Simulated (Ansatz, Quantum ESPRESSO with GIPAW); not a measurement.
## Solid-state NMR of LiH by GIPAW

Wanted: NMR shieldings for each site of LiH.

Method: DFT, PBE, plane-wave PAW (pslibrary 1.0.0 recipes), scalar-relativistic, GIPAW; a patched development version of the program, in Quantum ESPRESSO with GIPAW 8.0dev (patched build).

### Step 1. The starting structure

It takes space group Fm-3m (No. 225, cubic). Conventional cell: a = 4.074 Å, b = 4.074 Å, c = 4.074 Å, α = 90.00°, β = 90.00°, γ = 90.00°. Li has 6 H at 2.04 Å nearest. H has 6 Li at 2.04 Å nearest. Farther neighbours are not listed.

The cell is an entry of the Crystallography Open Database; it need not be the form that is stable at ambient conditions.

A relaxation of the atoms beforehand (Quantum ESPRESSO with GIPAW) moved none by more than 0.003 Å.

### Step 2. Ground state

The shielding is a linear response of the occupied states, which this run provides. It is converged far beyond what an energy needs, since the response uses the wavefunctions themselves. No empty states are asked for: the response is solved without them. The mesh has a spacing of 0.30 Å⁻¹ at most. The PAW files were made with ld1.x from the pslibrary 1.0.0 recipes, with GIPAW reconstruction switched on.

Contents of scf.in:

```
&control
  calculation = 'scf'
  prefix = 'x'
  outdir = './tmp/'
  pseudo_dir = './'
/
&system
  ibrav = 0
  nat = 2
  ntyp = 2
  ecutwfc = 55
  ecutrho = 330
  nbnd = 2
/
&electrons
  conv_thr = 1.0d-10
  mixing_beta = 0.7
  electron_maxstep = 100
/
ATOMIC_SPECIES
  Li 6.940 Li.pbe-sl-kjpaw_psl.1.0.0-gipaw.UPF
  H 1.008 H.pbe-kjpaw_psl.1.0.0-gipaw.UPF
CELL_PARAMETERS angstrom
  0.00000000 2.03675000 2.03675000
  2.03675000 0.00000000 2.03675000
  2.03675000 2.03675000 0.00000000
ATOMIC_POSITIONS crystal
  Li 0.00000000 0.00000000 0.00000000
  H 0.50000000 0.50000000 0.50000000
K_POINTS automatic
  9 9 9 0 0 0
```

Started as:

```sh
$ mpirun -np 4 pw.x -nk 4 -in scf.in > scf.out
```

The program printed:

```text
using ibrav=0 with symmetry is DISCOURAGED, use correct ibrav instead

     bravais-lattice index     =            0
     lattice parameter (alat)  =       5.4432  a.u.
     unit-cell volume          =     114.0354 (a.u.)^3
     number of atoms/cell      =            2
     number of atomic types    =            2
     number of electrons       =         4.00
     number of Kohn-Sham states=            2
     kinetic-energy cutoff     =      55.0000  Ry
     charge density cutoff     =     330.0000  Ry
     scf convergence threshold =      1.0E-10
     mixing beta               =       0.7000
     number of iterations used =            8  plain     mixing
     Exchange-correlation= SLA-PW-PBX-PBC
                           (   1   4   3   4   0   0   0)
[...]
Li                3.00     6.94000     Li( 1.00)
     H                 1.00     1.00800     H ( 1.00)

     48 Sym. Ops., with inversion, found
[...]
number of k points=    35
[...]
Dense  grid:    11575 G-vectors     FFT dimensions: (  32,  32,  32)

     Smooth grid:     6231 G-vectors     FFT dimensions: (  25,  25,  25)

     Initial potential from superposition of free atoms

     starting charge       3.9954, renormalised to       4.0000
     Starting wfcs are    6 randomized atomic wfcs

     Self-consistent Calculation

     iteration #  1     ecut=    55.00 Ry     beta= 0.70
     Davidson diagonalization with overlap
     ethr =  1.00E-02,  avg # of iterations =  1.7

     total energy              =     -16.25892372 Ry
     estimated scf accuracy    <       0.05952672 Ry

     iteration #  2     ecut=    55.00 Ry     beta= 0.70
     Davidson diagonalization with overlap
     ethr =  1.49E-03,  avg # of iterations =  2.3

     total energy              =     -16.26939716 Ry
     estimated scf accuracy    <       0.00013550 Ry

     iteration #  3     ecut=    55.00 Ry     beta= 0.70
     Davidson diagonalization with overlap
     ethr =  3.39E-06,  avg # of iterations =  8.3

     total energy              =     -16.27140508 Ry
     estimated scf accuracy    <       0.00019097 Ry

[...]
total energy              =     -16.27141795 Ry
[...]
iteration # 17     ecut=    55.00 Ry     beta= 0.70
     Davidson diagonalization with overlap
     ethr =  2.52E-12,  avg # of iterations =  2.5

     total energy              =     -16.27141795 Ry
     estimated scf accuracy    <          1.1E-10 Ry

     iteration # 18     ecut=    55.00 Ry     beta= 0.70
     Davidson diagonalization with overlap
     ethr =  2.52E-12,  avg # of iterations =  1.0

     End of self-consistent calculation
     [one-electron energies left out]

!    total energy              =     -16.27141795 Ry
     total all-electron energy =       -16.271421 Ry
     estimated scf accuracy    <          2.2E-11 Ry

     The total energy is the sum of the following terms:
     one-electron contribution =      -8.96935639 Ry
     hartree contribution      =       3.77518876 Ry
     xc contribution           =      -4.36064152 Ry
     ewald contribution        =      -6.80545381 Ry
     one-center paw contrib.   =       0.08884500 Ry

     convergence has been achieved in  18 iterations
[...]
JOB DONE.
```

Elapsed: 1.9 s, on 4 MPI ranks of Arm Neoverse V2, shared host; peak memory 0.19 GiB.

It converged in 18 cycles to an estimated accuracy of 2e-11 Ry, on 35 irreducible k-points.

### Step 3. Shieldings

The job finds the current that a weak uniform field induces (applied as a long wave, q_gipaw) and the field that this current makes at each nucleus. On atoms with p or d valence electrons much of the paramagnetic part arises close to the nucleus, where the PAW partial waves rebuild the true states. pawproj makes the reconstruction use the PAW data sets' own projectors.

Contents of nmr.in:

```
&inputgipaw
  job = 'nmr'
  prefix = 'x'
  tmp_dir = './tmp/'
  restart_mode = 'from_scratch'
  verbosity = 'low'
  q_gipaw = 0.01
  spline_ps = .true.
  conv_threshold = 1.0d-14
  use_nmr_macroscopic_shape = .false.
  pawproj(1) = .true.
  pawproj(2) = .true.
/
```

Started as:

```sh
$ mpirun -np 4 gipaw.x -in nmr.in > nmr.out
```

The program printed:

```text
[banner, memory and clock lines left out]
[a note of our patched build left out]

     Parallelizing q-star over 1 images

     IMPORTANT: XC functional enforced from input :
     Exchange-correlation= PBE
                           (   1   4   3   4   0   0   0)
     Any further DFT definition will be discarded
     Please, verify this is what you really want

[...]
projs nearly linearly dependent: l=0  n1,n2= 1, 2  s=  0.99968852
[...]
alpha_pv=     88.5194 eV

     spline_ps is .false., expect some extrapolation errors

     q-space interpolation up to    66.00 Rydberg

     GIPAW job: nmr
     NMR macroscopic correction: no
[...]
Computing the magnetic susceptibility     isolve=0    ethr=  0.1000E-13
     Starting from scratch
     k-point #    1 of    35      pool #  1    cpu time:       0.2
[...]
End of magnetic susceptibility calculation

     f-sum rule (1st term):
            -2.8561          0.0000          0.0000
             0.0000         -2.8561          0.0000
             0.0000          0.0000         -2.8561

     f-sum rule (2nd term):
             0.0225          0.0000         -0.0000
            -0.0000          0.0225         -0.0000
            -0.0000         -0.0000          0.0225

     f-sum rule (should be    -2.8326):
            -2.8336          0.0000          0.0000
             0.0000         -2.8336          0.0000
             0.0000          0.0000         -2.8336

[... susceptibilities left out ...]
     Contributions to the NMR chemical shifts: -------------------------------

     Macroscopic shape contribution in ppm:                    0.00
             0.0000          0.0000          0.0000
             0.0000          0.0000          0.0000
             0.0000          0.0000          0.0000

     Core contribution in ppm:

     Atom  1  Li  pos: (  0.000000  0.000000  0.000000)  core sigma:           0.00
     Atom  2  H   pos: (  0.707107  0.707107  0.707107)  core sigma:           0.00

     Bare contribution in ppm:

     Atom  1  Li  pos: (  0.000000  0.000000  0.000000)  bare sigma:          16.55
[...]
Atom  2  H   pos: (  0.707107  0.707107  0.707107)  bare sigma:          21.88
[...]
Diamagnetic contribution in ppm:

     Atom  1  Li  pos: (  0.000000  0.000000  0.000000)  dia sigma:          70.45
[...]
Atom  2  H   pos: (  0.707107  0.707107  0.707107)  dia sigma:           0.98
[...]
Paramagnetic contribution in ppm:

     Atom  1  Li  pos: (  0.000000  0.000000  0.000000)  para sigma:          -1.82
[...]
Atom  2  H   pos: (  0.707107  0.707107  0.707107)  para sigma:           0.00
[...]
Paramagnetic US occ-occ contribution in ppm:

     Atom  1  Li  pos: (  0.000000  0.000000  0.000000)  para_oo sigma:          -0.00
[...]
Atom  2  H   pos: (  0.707107  0.707107  0.707107)  para_oo sigma:           0.00
[...]
Paramagnetic US L_R Q_R contribution in ppm:

     Atom  1  Li  pos: (  0.000000  0.000000  0.000000)  para_lq sigma:          -0.16
[...]
Atom  2  H   pos: (  0.707107  0.707107  0.707107)  para_lq sigma:           0.00
[...]
Total NMR chemical shifts in ppm: ---------------------------------------
     (adopting the Simpson convention for anisotropy and asymmetry)-----------

     Atom  1  Li  pos: (  0.000000  0.000000  0.000000)  Total sigma:          85.02
            85.0220          0.0000          0.0000
             0.0000         85.0220         -0.0000
             0.0000          0.0000         85.0220

     Li      1    anisotropy:      0.00    eta:    0.0000
[...]
Atom  2  H   pos: (  0.707107  0.707107  0.707107)  Total sigma:          22.85
            22.8543         -0.0000          0.0000
             0.0000         22.8543          0.0000
             0.0000          0.0000         22.8543

     H       2    anisotropy:      0.00    eta:    0.0000
[...]
```

Run time: 7.9 s. Hardware: 4 MPI ranks; peak memory 0.19 GiB.

The f-sum rule is met to 0.0010 of 2.8 (0.04 %). Converged shieldings require that this miss be small, but a small miss does not prove them.

From the symmetric part of each tensor, with principal values σ11 ≤ σ22 ≤ σ33: σ_iso is their mean, the span is σ33 − σ11 and the skew 3(σ_iso − σ22)/span. (gipaw.x prints an anisotropy in another convention.)

| site | atom no. | atoms in cell | σ_iso (ppm) | span (ppm) | skew |
| --- | --- | --- | --- | --- | --- |
| Li | 1 | 1 | 85.02 | 0.00 | - |
| H | 2 | 1 | 22.85 | 0.00 | - |

The macroscopic shape term is switched off. For a spherical sample the valence susceptibility of this run would add about 4 ppm to every site, a rough estimate, since the susceptibility converges slowly and lacks part of the PAW terms. Differences within the crystal don't depend on it, but shieldings of different compounds can't be compared to better than a few ppm without it.

Li and H sit on cubic site symmetry, where the tensor must be isotropic.

How the isotropic values are made up (ppm). The core part is that of the free atom's core; bare is the current of the smooth valence states; the last two are what the PAW spheres add to the diamagnetic and the paramagnetic current:

| site | core | bare | reconstruction, dia | reconstruction, para |
| --- | --- | --- | --- | --- |
| Li | 0.0 | 16.6 | 70.5 | -2.0 |
| H | 0.0 | 21.9 | 1.0 | 0.0 |

### Step 4. From shieldings to shifts

A shielding is counted from the bare nucleus and a shift from a reference compound, with the opposite sign. Here the reference is a mean over several measured solids, with the slope held at one.

Reference lines, from the same functional and files: 7Li: δ = (88.06 − σ), zero at aqueous Li+, fitted to 5 measured values, from Li2O, Li2S, LiBr, LiCl and LiF, with a scatter of 1.1 ppm r.m.s., with σ taken with the shape term of a sphere (3.8 ppm here). Kinds of site that fitted badly were split off after the misses were seen, so the scatter is that of the points kept.

Covalently bonded atoms count as neighbours within 1.18 times the sum of their radii. Otherwise a cation's neighbours lie within 1.2 times its shortest bond (1.3 for large cations, each anion's radius taken off where they differ), and an anion's are the cations that count it.

| site | atom no. | atoms in cell | surroundings | bonds (Å) | δ_iso (ppm) |
| --- | --- | --- | --- | --- | --- |
| Li | 1 | 1 | LiH6 | 2.037 | -0.78 |
| H | 2 | 1 | bound to Li6 | 2.037 | - |

### Step 5. What the settings change

Each row names what was changed: another mesh tests the sampling of the zone; another cutoff tests the basis; another functional shows how far the paramagnetic term hangs on the exchange-correlation form.

Changes of σ_iso (ppm) against the run above (PBE, cutoffs 55 and 330 Ry, mesh 9×9×9, 38 s). Times are CPU times of pw.x and gipaw.x together, on 4 MPI ranks of Arm Neoverse V2, shared host; on a shared host they are rough. A run is marked as doubtful where the f-sum miss passes 0.015 electrons, or that much for each three atoms in larger cells (with Tl, Pb, Hg, Bi or Sn a third of that, or a mesh spacing over 0.26 Å⁻¹), or where the susceptibility is unphysically large.

| run | CPU time | f-sum miss | Li | H |
| --- | --- | --- | --- | --- |
| mesh 12×12×12 | 69 s | 1.0e-4 | +0.00 | -0.01 |
| cutoffs 40 and 330 Ry (coarse on purpose) | 33 s | 0.0016 | +0.05 | -0.09 |
| mesh 6×6×6 (marked) | 20 s | 0.018 | -0.19 | +0.15 |
| Wu-Cohen | 35 s | 0.0014 | -0.18 | -0.44 |
| cutoffs 70 and 420 Ry | 51 s | 0.0011 | -0.02 | +0.02 |

The largest move is -0.44 ppm, on H, from Wu-Cohen.

### Step 6. A run with a fault

For contrast, the same job on a spoilt input.

scf.in: that of step 2 with these lines changed.

```diff
@@ -10,4 +10,4 @@
   ntyp = 2
-  ecutwfc = 55
-  ecutrho = 330
+  ecutwfc = 25
+  ecutrho = 300
   nbnd = 2
```

Started as:

```sh
$ mpirun -np 4 pw.x -nk 4 -in scf.in > scf.out
```

This SCF reached its threshold; then the response:

nmr.in is that of step 3.

Started as:

```sh
$ mpirun -np 4 gipaw.x -in nmr.in > nmr.out
```

The program printed:

```text
[banner, memory and clock lines left out]
[a note of our patched build left out]

     Parallelizing q-star over 1 images

     IMPORTANT: XC functional enforced from input :
     Exchange-correlation= PBE
                           (   1   4   3   4   0   0   0)
     Any further DFT definition will be discarded
     Please, verify this is what you really want

[...]
projs nearly linearly dependent: l=0  n1,n2= 1, 2  s=  0.99968852
[...]
alpha_pv=     89.3005 eV

     spline_ps is .false., expect some extrapolation errors

     q-space interpolation up to    30.00 Rydberg

     GIPAW job: nmr
     NMR macroscopic correction: no
[...]
Computing the magnetic susceptibility     isolve=0    ethr=  0.1000E-13
     Starting from scratch
     k-point #    1 of    35      pool #  1    cpu time:       0.2
[...]
End of magnetic susceptibility calculation

     f-sum rule (1st term):
            -2.8132         -0.0000          0.0000
             0.0000         -2.8132          0.0000
[...]
Paramagnetic contribution in ppm:

     Atom  1  Li  pos: (  0.000000  0.000000  0.000000)  para sigma:          -1.66
[...]
Atom  2  H   pos: (  0.707107  0.707107  0.707107)  para sigma:           0.00
[...]
Paramagnetic US occ-occ contribution in ppm:

     Atom  1  Li  pos: (  0.000000  0.000000  0.000000)  para_oo sigma:          -0.00
[...]
Atom  2  H   pos: (  0.707107  0.707107  0.707107)  para_oo sigma:           0.00
[...]
Paramagnetic US L_R Q_R contribution in ppm:

     Atom  1  Li  pos: (  0.000000  0.000000  0.000000)  para_lq sigma:          -0.15
[...]
Atom  2  H   pos: (  0.707107  0.707107  0.707107)  para_lq sigma:           0.00
[...]
Total NMR chemical shifts in ppm: ---------------------------------------
     (adopting the Simpson convention for anisotropy and asymmetry)-----------

     Atom  1  Li  pos: (  0.000000  0.000000  0.000000)  Total sigma:          83.84
[...]
Li      1    anisotropy:      0.00    eta:    0.0000
[...]
Atom  2  H   pos: (  0.707107  0.707107  0.707107)  Total sigma:          22.98
[...]
H       2    anisotropy:     -0.00    eta:    0.0000
[...]
```

It took 4.7 s on 4 MPI ranks; peak memory 0.19 GiB.

The run ends without an error, but the fault (a cutoff far too low) moves σ_iso of Li by -1.2 ppm (both without the shape term); the f-sum rule is missed by 0.0043 electrons. Its numbers are not to be used. The PAW projectors and the first-order states are not held by so few waves.

### Step 7. Results

| Quantity | Value |
| --- | --- |
| 7Li shift | -0.78 ppm |
| 1H shielding without shape term | 22.85 ppm |

What this shows: 7Li has one site (LiH6), with isotropic shift -0.78 ppm. Going to mesh 12×12×12 changes no isotropic shielding by more than 0.008 ppm, so the main run is converged in that respect. Going to cutoffs 70 and 420 Ry changes no isotropic shielding by more than 0.02 ppm, so the main run is converged in that respect. The largest change with the functional is 0.4 ppm in absolute shielding; part of that drops out once each functional has its own reference line. Hydrogen's values are less sure: the bulk susceptibility matters on its narrow scale, and it is treated as a fixed classical nucleus at 0 K. This build of gipaw.x prints that it is not audited and that its numbers are no references by themselves. It also reports spline_ps as false although the input sets it; why was not traced. pw.x warned of eigenvalues not converged in some cycles of 2 ground-state runs, which then met the threshold. 1 further run of this session failed or came with warnings and is not shown (1 ended with a warning from the program).

[Banner, clock, file and message-heading lines were taken out of the pw.x and gipaw.x logs.]

[Logs are printed without paths, hosts, clocks, repeated set-up lines and the standing remarks that a program may print on its own settings, such as how far it seeks lower states.]

[Hosts, paths, dates, database ids (printed as entryN), source tags and the programs' standing remarks are cut or masked in the printed files.]

[Where no reference line passes its bar on scatter, no shift is given, so a measured shift of this compound may stand uncompared.]
